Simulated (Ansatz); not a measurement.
# Cl on Mg(0001): change of the work function, part 4 of 4

Aim: the work function of Mg(0001) at several coverages of Cl (fcc site), and the dipole that each adsorbate carries.

Ansatz 0.2.0; plane-wave DFT, PBE, Ansatz PAW.

So far, work function, upper face (eV): step 2 (the clean slab) 3.79; step 3 (37 atoms, coverage 0.111 ML, cell 3x3) 3.92; step 4 (17 atoms, coverage 0.25 ML, cell 2x2) 4.10.

## (5) Adsorbate added, k-mesh 6×6×1, coverage 0.5 ML (continued)

Relaxation path:

```
step  energy less that of the first step (eV)  largest force component (eV/Å)
   1                                   0.0000                          0.2940
   2                                  -0.0420                          0.2280
   3                                  -0.0620                          0.0571
   4                                  -0.0628                          0.0425
   5                                  -0.0679                          0.0090
```

Forces are held to the 4 operations that the program found; a distortion that breaks them can't arise in this run.

The atoms that moved most (Å):

| atom | dx | dy | dz | length |
| --- | --- | --- | --- | --- |
| Mg8 | 0.000 | 0.019 | -0.169 | 0.170 |
| Mg16 | 0.000 | 0.019 | -0.169 | 0.170 |
| Cl18 | 0.000 | 0.088 | -0.071 | 0.113 |
| Cl17 | 0.000 | 0.088 | -0.071 | 0.113 |
| Mg4 | 0.000 | -0.084 | 0.002 | 0.084 |
| Mg12 | 0.000 | -0.084 | 0.002 | 0.084 |
| Mg3 | 0.000 | -0.037 | -0.022 | 0.043 |
| Mg11 | 0.000 | -0.037 | -0.022 | 0.043 |

The relaxed structure:

```cif
data_structure
_symmetry_space_group_name_H-M 'P 1'
_symmetry_Int_Tables_number 1
_cell_length_a 6.4200
_cell_length_b 6.4200
_cell_length_c 27.5305
_cell_angle_alpha 90.000
_cell_angle_beta 90.000
_cell_angle_gamma 60.000
_cell_volume 982.68
loop_
_atom_site_label
_atom_site_type_symbol
_atom_site_fract_x
_atom_site_fract_y
_atom_site_fract_z
_atom_site_occupancy
Mg1 Mg 0.33333 0.33333 0.32691 1
Mg2 Mg 0.00000 0.00000 0.42159 1
Mg3 Mg 0.33665 0.32669 0.51564 1
Mg4 Mg 0.00753 0.98494 0.61206 1
Mg5 Mg 0.33333 0.83333 0.32691 1
Mg6 Mg 0.00000 0.50000 0.42159 1
Mg7 Mg 0.33211 0.83577 0.51512 1
Mg8 Mg 0.99830 0.50339 0.60586 1
Mg9 Mg 0.83333 0.33333 0.32691 1
Mg10 Mg 0.50000 0.00000 0.42159 1
Mg11 Mg 0.83665 0.32669 0.51564 1
Mg12 Mg 0.50753 0.98494 0.61206 1
Mg13 Mg 0.83333 0.83333 0.32691 1
Mg14 Mg 0.50000 0.50000 0.42159 1
Mg15 Mg 0.83211 0.83577 0.51512 1
Mg16 Mg 0.49830 0.50339 0.60586 1
Cl17 Cl 0.15875 0.18249 0.67050 1
Cl18 Cl 0.65875 0.18249 0.67050 1
```

The relaxation took 5 steps and lowered the energy by 0.068 eV; the largest force on the free atoms ends at 0.0090 eV/Å.

The covered face has 4.30 eV, +0.51 eV against the clean one; the bare back face has moved by -0.07 eV, a measure of how thin the slab is.

## (6) The covered slab, k-mesh 12×12×1, coverage 1 ML

System of this step: Cl/Mg(0001). The cell holds 5 atoms: 4 Mg and 1 Cl. Cell: a = 3.210 Å, b = 3.210 Å, c = 27.530 Å, α = 90.0°, β = 90.0°, γ = 60.0°. Vacuum lies along c.

Another coverage, to see how the dipoles act on each other as their distance changes.

input.yaml

```yaml
crystal:
  lattice:
    - [3.21, 0.0, 0.0]
    - [1.605, 2.7799415461, 0.0]
    - [0.0, 0.0, 27.5304502249]
  atoms:
    - { symbol: Mg, position: [0.6666666667, 0.6666666667, 0.3269107452] }
    - { symbol: Mg, position: [0.0, 0.0, 0.4215884558] }
    - { symbol: Mg, position: [0.6666666667, 0.6666666667, 0.5164513242] }
    - { symbol: Mg, position: [0.0, 0.0, 0.6119858792] }
    - { symbol: Cl, position: [0.3333333333, 0.3333333333, 0.6730892548] }
kpoints:
  mp_grid: { grid: [12, 12, 1] }
hamiltonian:
  xc: pbe
scf:
  occupations: { method: fermi_dirac, width: 0.1 }
  convergence: { dr2_threshold: 1.0e-08 }
efield:
  axis: 3
  dipole_correction: true
  ramp_position: 0.97
  ramp_width: 0.06
relax:
  f_tol: 0.02
  max_steps: 60
  constraints: [{ sites: [0, 1] }]
output:
  write_potential: true
  write_density: true
  volumetric_format: npy
```

Run with:

```
> ansatz run input.yaml --threads 4 --pin off --max-ram 16384MiB --backend cpu --events-out ev --progress --plain --runs-dir out
```

What it wrote:

```text
[...]
Crystal: 5 atoms, lattice volume = 245.671 Å³
Basis set: ecut = 420 eV, 4869 PW (Γ), exchange–correlation on 48×48×384 points (8 copies of the dense FFT grid, shifted against one another)
Bands: 29, of which v1, the nominal top of the filled ones, is band 24 counted from 1 (23 counted from 0)
Symmetry: 6 space group operations
[...]
F+E_penalty+E_count = -8776.51176663 eV   max|allowed force component| = 1.765e-2 eV/Å
  atoms:
    - { symbol: Mg, position: [0.666667, 0.666667, 0.3269107452] }
    - { symbol: Mg, position: [-1.850372e-17, -1.850372e-17, 0.4215884558] }
    - { symbol: Mg, position: [0.666667, 0.666667, 0.515348] }
    - { symbol: Mg, position: [-2.246523e-17, -1.850372e-17, 0.608383] }
    - { symbol: Cl, position: [0.333333, 0.333333, 0.665310] }
[key lines of the parts left out:]
SCF converged after 7 iterations
Free energy (F): -8776.511767 eV
Fermi energy:    0.241008 eV
Dipole field:    D = -0.040418 V/Å  (p = -0.054874 e·Å, saw-weighted, corrected)
Work function:   Φ+ = 4.8726 eV   Φ− = 3.7598 eV
```

The job ended after 7.5 s (4 threads of Arm Neoverse V1, shared host; peak memory 0.53 GiB).

The steps of the relaxation:

```
step  energy less that of the first step (eV)  largest force component (eV/Å)
   1                                   0.0000                          0.8469
   2                                  -0.0541                          0.1926
   3                                  -0.0562                          0.0176
```

The run keeps the 6 symmetry operations that the program found, so distortions that break them were not tested.

The atoms that moved most (Å):

```
atom     dx     dy      dz  length
 Cl5  0.000  0.000  -0.214   0.214
 Mg4  0.000  0.000  -0.099   0.099
 Mg3  0.000  0.000  -0.030   0.030
```

The relaxed structure:

```cif
data_structure
_symmetry_space_group_name_H-M 'P 1'
_symmetry_Int_Tables_number 1
_cell_length_a 3.2100
_cell_length_b 3.2100
_cell_length_c 27.5305
_cell_angle_alpha 90.000
_cell_angle_beta 90.000
_cell_angle_gamma 60.000
_cell_volume 245.67
loop_
_atom_site_label
_atom_site_type_symbol
_atom_site_fract_x
_atom_site_fract_y
_atom_site_fract_z
_atom_site_occupancy
Mg1 Mg 0.66667 0.66667 0.32691 1
Mg2 Mg 0.00000 0.00000 0.42159 1
Mg3 Mg 0.66667 0.66667 0.51535 1
Mg4 Mg 0.00000 0.00000 0.60838 1
Cl5 Cl 0.33333 0.33333 0.66531 1
```

The relaxation took 3 steps and lowered the energy by 0.056 eV; the largest force on the free atoms ends at 0.018 eV/Å.

The covered face has 4.87 eV, +1.09 eV against the clean one; the bare back face has moved by -0.03 eV, a measure of how thin the slab is.

## (7) Work function against coverage

This step: plane-wave DFT, PBE, Ansatz PAW; work function against coverage (Ansatz 0.2.0).

The runs are now put side by side.

This step gave:

| Property | Result |
| --- | --- |
| work function of the clean face | 3.787 eV |
| largest change of the work function | 1.085 eV |

Work function of the covered face against coverage:

```
coverage (adsorbates/nm²)  work function of the covered face (eV)
                     0.00                                    3.79
                     1.25                                    3.92
                     2.80                                    4.10
                     5.60                                    4.30
                    11.21                                    4.87
```

The dipole per adsorbate comes from the change of the cell's dipole. Coverage, by row:

```csv
coverage (1/nm²),coverage (ML),work function (eV),change (eV),"dipole per adsorbate, positive end outwards (debye)",mean height of the added atoms over the highest substrate atom (Å)
1.245,0.1111,3.917,0.1297,-0.331,1.728
2.802,0.25,4.1,0.3127,-0.337,1.738
5.603,0.5,4.296,0.5089,-0.275,1.609
11.21,1,4.873,1.085,-0.265,1.567
```

## (8) Results

```yaml
work_function_of_the_clean_face: 3.79 eV
work_function_at_0p11_ml: 3.92 eV
work_function_at_0p25_ml: 4.10 eV
work_function_at_0p5_ml: 4.30 eV
work_function_at_1_ml: 4.87 eV
dipole_per_adsorbate_at_0p11_ml_positive_end_outwards: -0.33 D
```

What this shows: At the lowest coverage Cl changes the work function of Mg(0001) by under 0.15 eV, within the error of so thin a slab; the largest change, +1.09 eV, comes at higher coverage. The slab has 4 layers, at the tabulated experimental lattice constant, one starting site was run, and quantum-size effects of a slab this thin can reach one or two tenths of an eV.

[Long decimals in the printed logs are rounded to 6 places.]

[Logs are printed without paths, hosts, clocks, repeated set-up lines and the standing remarks that a program may print on its own settings, such as how far it seeks lower states.]

[Hosts, paths, dates, database ids (printed as entryN), source tags and the programs' standing remarks are cut or masked in the printed files.]

[Maps of the electrostatic potential energy from Ansatz leave out the sawtooth potential of an applied field or a dipole correction, so their vacuum need not be flat; planar profiles and work functions include it.]
